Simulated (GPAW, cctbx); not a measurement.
## MgTlGe: deformation density and structure factors from DFT

Aim: compute the bonding part of the density of MgTlGe, find which reflections carry it, and see how it biases an ordinary refinement.

The start was made by putting kin elements into a known structure type; the compound need not exist, or be stable, in this form. All numbers below are calculated.

## Step 1: Relax the structure

The density hangs on the geometry, so cell and atoms are relaxed first, with the symmetry held. The cutoff is set higher than for the density because stress converges slowly with plane waves.

Settings: GPAW 26.7.0, PBE, 570 eV, 4×4×3 k-points (along the axes of the calculation cell), Fermi–Dirac width 0.1 eV, BFGS to 0.03 eV/Å.

```text
cell
1.0
     4.551000000    0.000000000    0.000000000
     0.000000000    4.551000000    0.000000000
     0.000000000    0.000000000    6.900000000
Tl Ge Mg
2 2 2
Direct
0.500000000 0.000000000 0.289300000
0.000000000 0.500000000 0.710700000
0.500000000 0.000000000 0.715500000
0.000000000 0.500000000 0.284500000
0.500000000 0.500000000 0.000000000
0.000000000 0.000000000 0.000000000
```

```console
$ OMP_NUM_THREADS=1 mpirun -n 4 gpaw python run.py > gpaw.log
```

```text
BFGS:    0      -16.803709        0.703583
BFGS:    1      -16.825220        0.680525
BFGS:    2      -17.091514        0.461468
BFGS:    3      -17.239108        0.424118
...
BFGS:   11      -17.291614        0.038744
BFGS:   12      -17.291796        0.033670
BFGS:   13      -17.291812        0.027540
cell  4.6331 4.6331 6.7468  90.00 90.00 90.00
volume 144.824 A^3, largest force 0.009 eV/A, largest stress 0.18 GPa
```

After 13 steps the volume has changed by +1.3 % and the energy by -0.488 eV; the largest stress left is 0.18 GPa. It took 1.8 min on 4 cores of Intel(R) Xeon(R) Platinum 8488C (Sapphire Rapids) (shared host), peak memory 1.2 GiB.

Relaxed structure: P4/nmm (no. 129, origin choice 1), a = 4.6331 Å, b = 4.6331 Å, c = 6.7468 Å, α = 90.00°, β = 90.00°, γ = 90.00°.

```csv
atom,mult.,x,y,z
Tl1,2,1/2,0,0.3438
Ge1,2,1/2,0,0.7663
Mg1,2,1/2,1/2,0
```

## Step 2: Density and charge transfer

X-rays see the whole electron density, so the PAW density is rebuilt with its core regions. Subtracting spherical free atoms from the same code cancels the cores and leaves the deformation density Δρ, the part due to bonding.

Settings: PBE, 450 eV, 5×5×4 k-points (along the axes of the calculation cell), Fermi–Dirac width 0.1 eV; primitive cell of 6 atoms.

```console
$ OMP_NUM_THREADS=1 mpirun -n 4 gpaw python run.py > gpaw.log
```

```text
|iter:   1|       0s |  -17.488289 | -0.08 |       |
|iter:   2|       1s |  -17.412222 | -1.96 | -1.35 |
|iter:   3|       2s |  -17.257764 | -1.57 | -1.39 |
...
|iter:   8|       6s |  -17.097204c| -6.26 | -3.87 |
|iter:   9|       6s |  -17.097207c| -7.17 | -4.44c|
|iter:  10|       7s |  -17.097207c| -7.54c| -5.30c|
```

```text
grid (48, 48, 70)  electrons 250.000  moved by bonding 0.891 e
deformation density beyond 0.5 A of the nuclei: max 0.057, min -0.043 e/A^3
atom        x       y       z   Voronoi charge  moment
Tl1    0.5000  0.0000  0.3438      0.120       0.00
Tl2    0.0000  0.5000  0.6562      0.120       0.00
Ge3    0.5000  0.0000  0.7663     -0.260       0.00
Ge4    0.0000  0.5000  0.2337     -0.260       0.00
Mg5    0.5000  0.5000  0.0000      0.140       0.00
Mg6    0.0000  0.0000  0.0000      0.140       0.00
mean inner potential of superposed free atoms 16.451 V
total magnetic moment 0.000 muB
```

Deformation density in a plane through the shortest contact of the Ge atom at the origin, in 0.01 e/Å³ (clipped at ±99); x from -1.6 to 4.4 Å, y from 2.4 down to -2.4 Å:

```text
 -1   .   .  -2  -3  -1   0   0  -1  -2  -3  -3  -1  -1  -1  -1
 -4  -2  -2  -3  -1   0   0   0   0   0   0   0   0   0   0  -1
 -3  -2  -1   1   1   1   1   0   0   0   0   0   0   0   0   0
 -1   1   3   4   3   2   1   1   0  -1  -2  -2  -2  -1   0   0
  0   2   3   2   0  -1   1   2   0  -2  -4  -4  -4  -3  -1   0
  0   1   0  -3   .  -3   1   3   1  -3  -1   .  -1  -4  -2   0
  0   0  -2   .   .   .   0   4   2  -2   .   .   .  -4  -2   0
  1   2   0  -2   .  -3   1   3   1  -3  -1   .  -1  -4  -2   0
  1   3   5   2  -1  -1   1   2   0  -3  -4  -3  -2  -1   0   0
  0   3   5   4   2   0   1   1   0  -1  -1   0   2   3   2   1
 -3  -3   1   3   1   0   0   0   0   0   0   2   4   3   1   1
  .   2  -3   0   0   0  -1  -1   0   0   1   2   1  -2  -3  -1
  .   .  -2  -1  -1  -1  -1  -1  -1   0   0   0  -2   .   .  -3
```

Atoms in or within 0.15 Å of the plane: Ge (0.0, 0.0), Mg (2.8, 0.0) Å. Dots mark points within about 0.45 Å of a nucleus; large values next to them are atomic features.

Ge gains most (-0.26 e) and Mg loses most (+0.14 e), as electronegativity suggests. Such charges fall far short of formal ones, since overlapping free atoms already put density on their neighbours. Along the shortest contact from the Ge atom at the map's origin, Ge–Mg at 2.80 Å, Δρ is +0.03 e/Å³ at the midpoint and highest, +0.04, 1.18 Å from Ge (points within 0.5 Å of a nucleus left out): little piles up between the atoms. At the midpoints of other shortest contacts it is +0.05 (Tl–Ge, 2.85 Å), 0.00 (Mg–Mg, 3.28 Å) and 0.00 (Tl–Mg, 3.28 Å) e/Å³. Point values carry grid noise of about 0.01 e/Å³. The run needed 10 iterations, 13 s.

## Step 3: Structure factors

The Fourier components of Δρ, added to those of the free atoms, give the static X-ray structure factors; the Mott–Bethe relation turns them into the Fourier components V of the potential that fast electrons feel.

```text
static structure factors of the conventional cell: F in electrons, V (Mott-Bethe) in volts
   h  k  l      d  |F| table  |F| free   |F| DFT   change   |V| free  |V| DFT  change %
   0  0  1  6.7468    58.987    58.879    58.824   -0.055     0.926    1.006      8.6
   1  0  1  3.8193    67.489    67.407    67.124   -0.283     1.658    1.789      7.9
   0  0  2  3.3734    90.727    90.723    91.011    0.288     3.539    3.435     -2.9
   1  1  0  3.2761   181.254   181.233   181.506    0.273     7.054    6.961     -1.3
   1  1  1  2.9470    92.195    92.179    92.000   -0.179     4.217    4.267      1.2
   1  0  2  2.7271   140.376   140.337   140.295   -0.041     5.266    5.276      0.2
   1  1  2  2.3502   118.068   117.989   117.715   -0.274     5.342    5.390      0.9
   2  0  0  2.3165   202.106   201.979   201.630   -0.349     8.156    8.215      0.7
   0  0  3  2.2489   133.356   133.273   132.974   -0.299     4.843    4.891      1.0
   2  0  1  2.1910    52.256    52.265    52.395    0.130     1.103    1.083     -1.8
   1  0  3  2.0232    71.090    70.981    70.737   -0.244     2.826    2.858      1.1
   2  1  1  1.9807    60.227    60.280    60.414    0.134     1.331    1.314     -1.2
   2  0  2  1.9096    78.786    78.686    78.501   -0.186     2.523    2.545      0.8
   1  1  3  1.8541    94.448    94.473    94.439   -0.034     2.291    2.295      0.2
```

The largest X-ray change is -0.35 e on 200, 0.2 % of |F|. For electrons V goes as (Z − F)/g², so a change of F counts against Z − F, which is small at low angle and wherever the atoms' terms cancel: |V| of 001 moves by +8.6 % (0.93 to 1.01 V) against -0.1 % in |F|. The last three rows still change by up to 0.19 e; the table stops while the angles are still low. The tabulated Hartree–Fock atoms differ from the free DFT atoms by up to 0.13 e, so the choice of reference atom matters too.

## Step 4: Which functional?

The same geometry is run with other functionals, to see whether the bonding signal is larger than the spread between approximations. Free atoms are LDA for LDA and PBE otherwise. Any other changed setting is in the row's label.

```csv
run,ΔF 200 (e),ΔF 003 (e),ΔF 002 (e),q(Ge) (e),moved (e),time
PBE,-0.349,-0.299,+0.288,-0.260,0.891,13 s
LDA,-0.339,-0.314,+0.285,-0.248,0.856,13 s
RPBE,-0.350,-0.283,+0.302,-0.271,0.953,14 s
```

At the base's settings ΔF(200) spans -0.350 to -0.339 e, a spread of 3 % of the PBE value; over the three listed reflections the spread is at most 10 %, so sign and size hold across the functionals. Times are from shared hosts.

## Step 5: What a spherical-atom refinement makes of it

Routine crystallography fits spherical atoms. To see the bias, intensities are simulated from tabulated atoms plus the DFT change ΔF, so that bonding alone can misfit (9316 reflections of the full sphere, merged to the counts below, to 0.4 Å, 0.5 % proportional noise plus counting noise, assumed isotropic U as listed, Δρ smeared by the mean U) and refined with cctbx over different ranges.

| range | data | R1 | GooF | U Tl1 (true 0.0047) | U Ge1 (true 0.0068) | U Mg1 (true 0.0093) | largest shift (Å) | Δρ max, min (e/Å³) |
| --- | --- | --- | --- | --- | --- | --- | --- | --- |
| all data | 734 | 0.0030 | 0.97 | 0.0047 | 0.0068 | 0.0093 | 0.0000 | 0.63, -0.42 |
| low resolution, d > 0.84 | 97 | 0.0017 | 0.97 | 0.0047 | 0.0067 | 0.0094 | 0.0001 | 0.19, -0.11 |
| high order, d < 0.75 | 604 | 0.0036 | 0.97 | 0.0047 | 0.0068 | 0.0093 | 0.0000 | 0.50, -0.35 |
| occupancies free, d > 0.7 | 160 | 0.0018 | 0.95 | 0.0047 | 0.0068 | 0.0093 | 0.0000 | 0.19, -0.24 |

With all data GooF is 0.97, so at this noise the bonding hardly shows; the top residual peak lies 1.21 Å from Tl and 1.64 Å from Ge. No U is off by more than 3 s.u. at low resolution. With Tl1 held at 1 and the scale free, the other occupancies refine to Ge1 1.001(0.001) and Mg1 0.997(0.003), within three s.u. of full.

## Step 6: Answer

Bonding moves 0.89 e in the primitive cell of MgTlGe and changes the structure factors of the conventional cell in the table above by at most 0.35 e (200, 0.2 %), and among reflections above 2 % of the strongest by up to 0.4 % (101). The shortest bond, Ge–Mg, has Δρ = +0.03 e/Å³ at its midpoint. At the base's settings ΔF(200) spans -0.350 to -0.339 e, a spread of 3 % of the PBE value; over the three listed reflections the spread is at most 10 %, so sign and size hold across the functionals. With all data GooF is 0.97, so at this noise the bonding hardly shows. Limits: static density, frozen cores, no spin–orbit coupling.

[Outputs are excerpts: Python notices, other lines and further rows are left out; steps that failed or that the build refused (PBEsol, TPSS) are not shown.]

[Logs are printed without paths, hosts, clocks, repeated set-up lines and the standing remarks that a program may print on its own settings, such as how far it seeks lower states.]
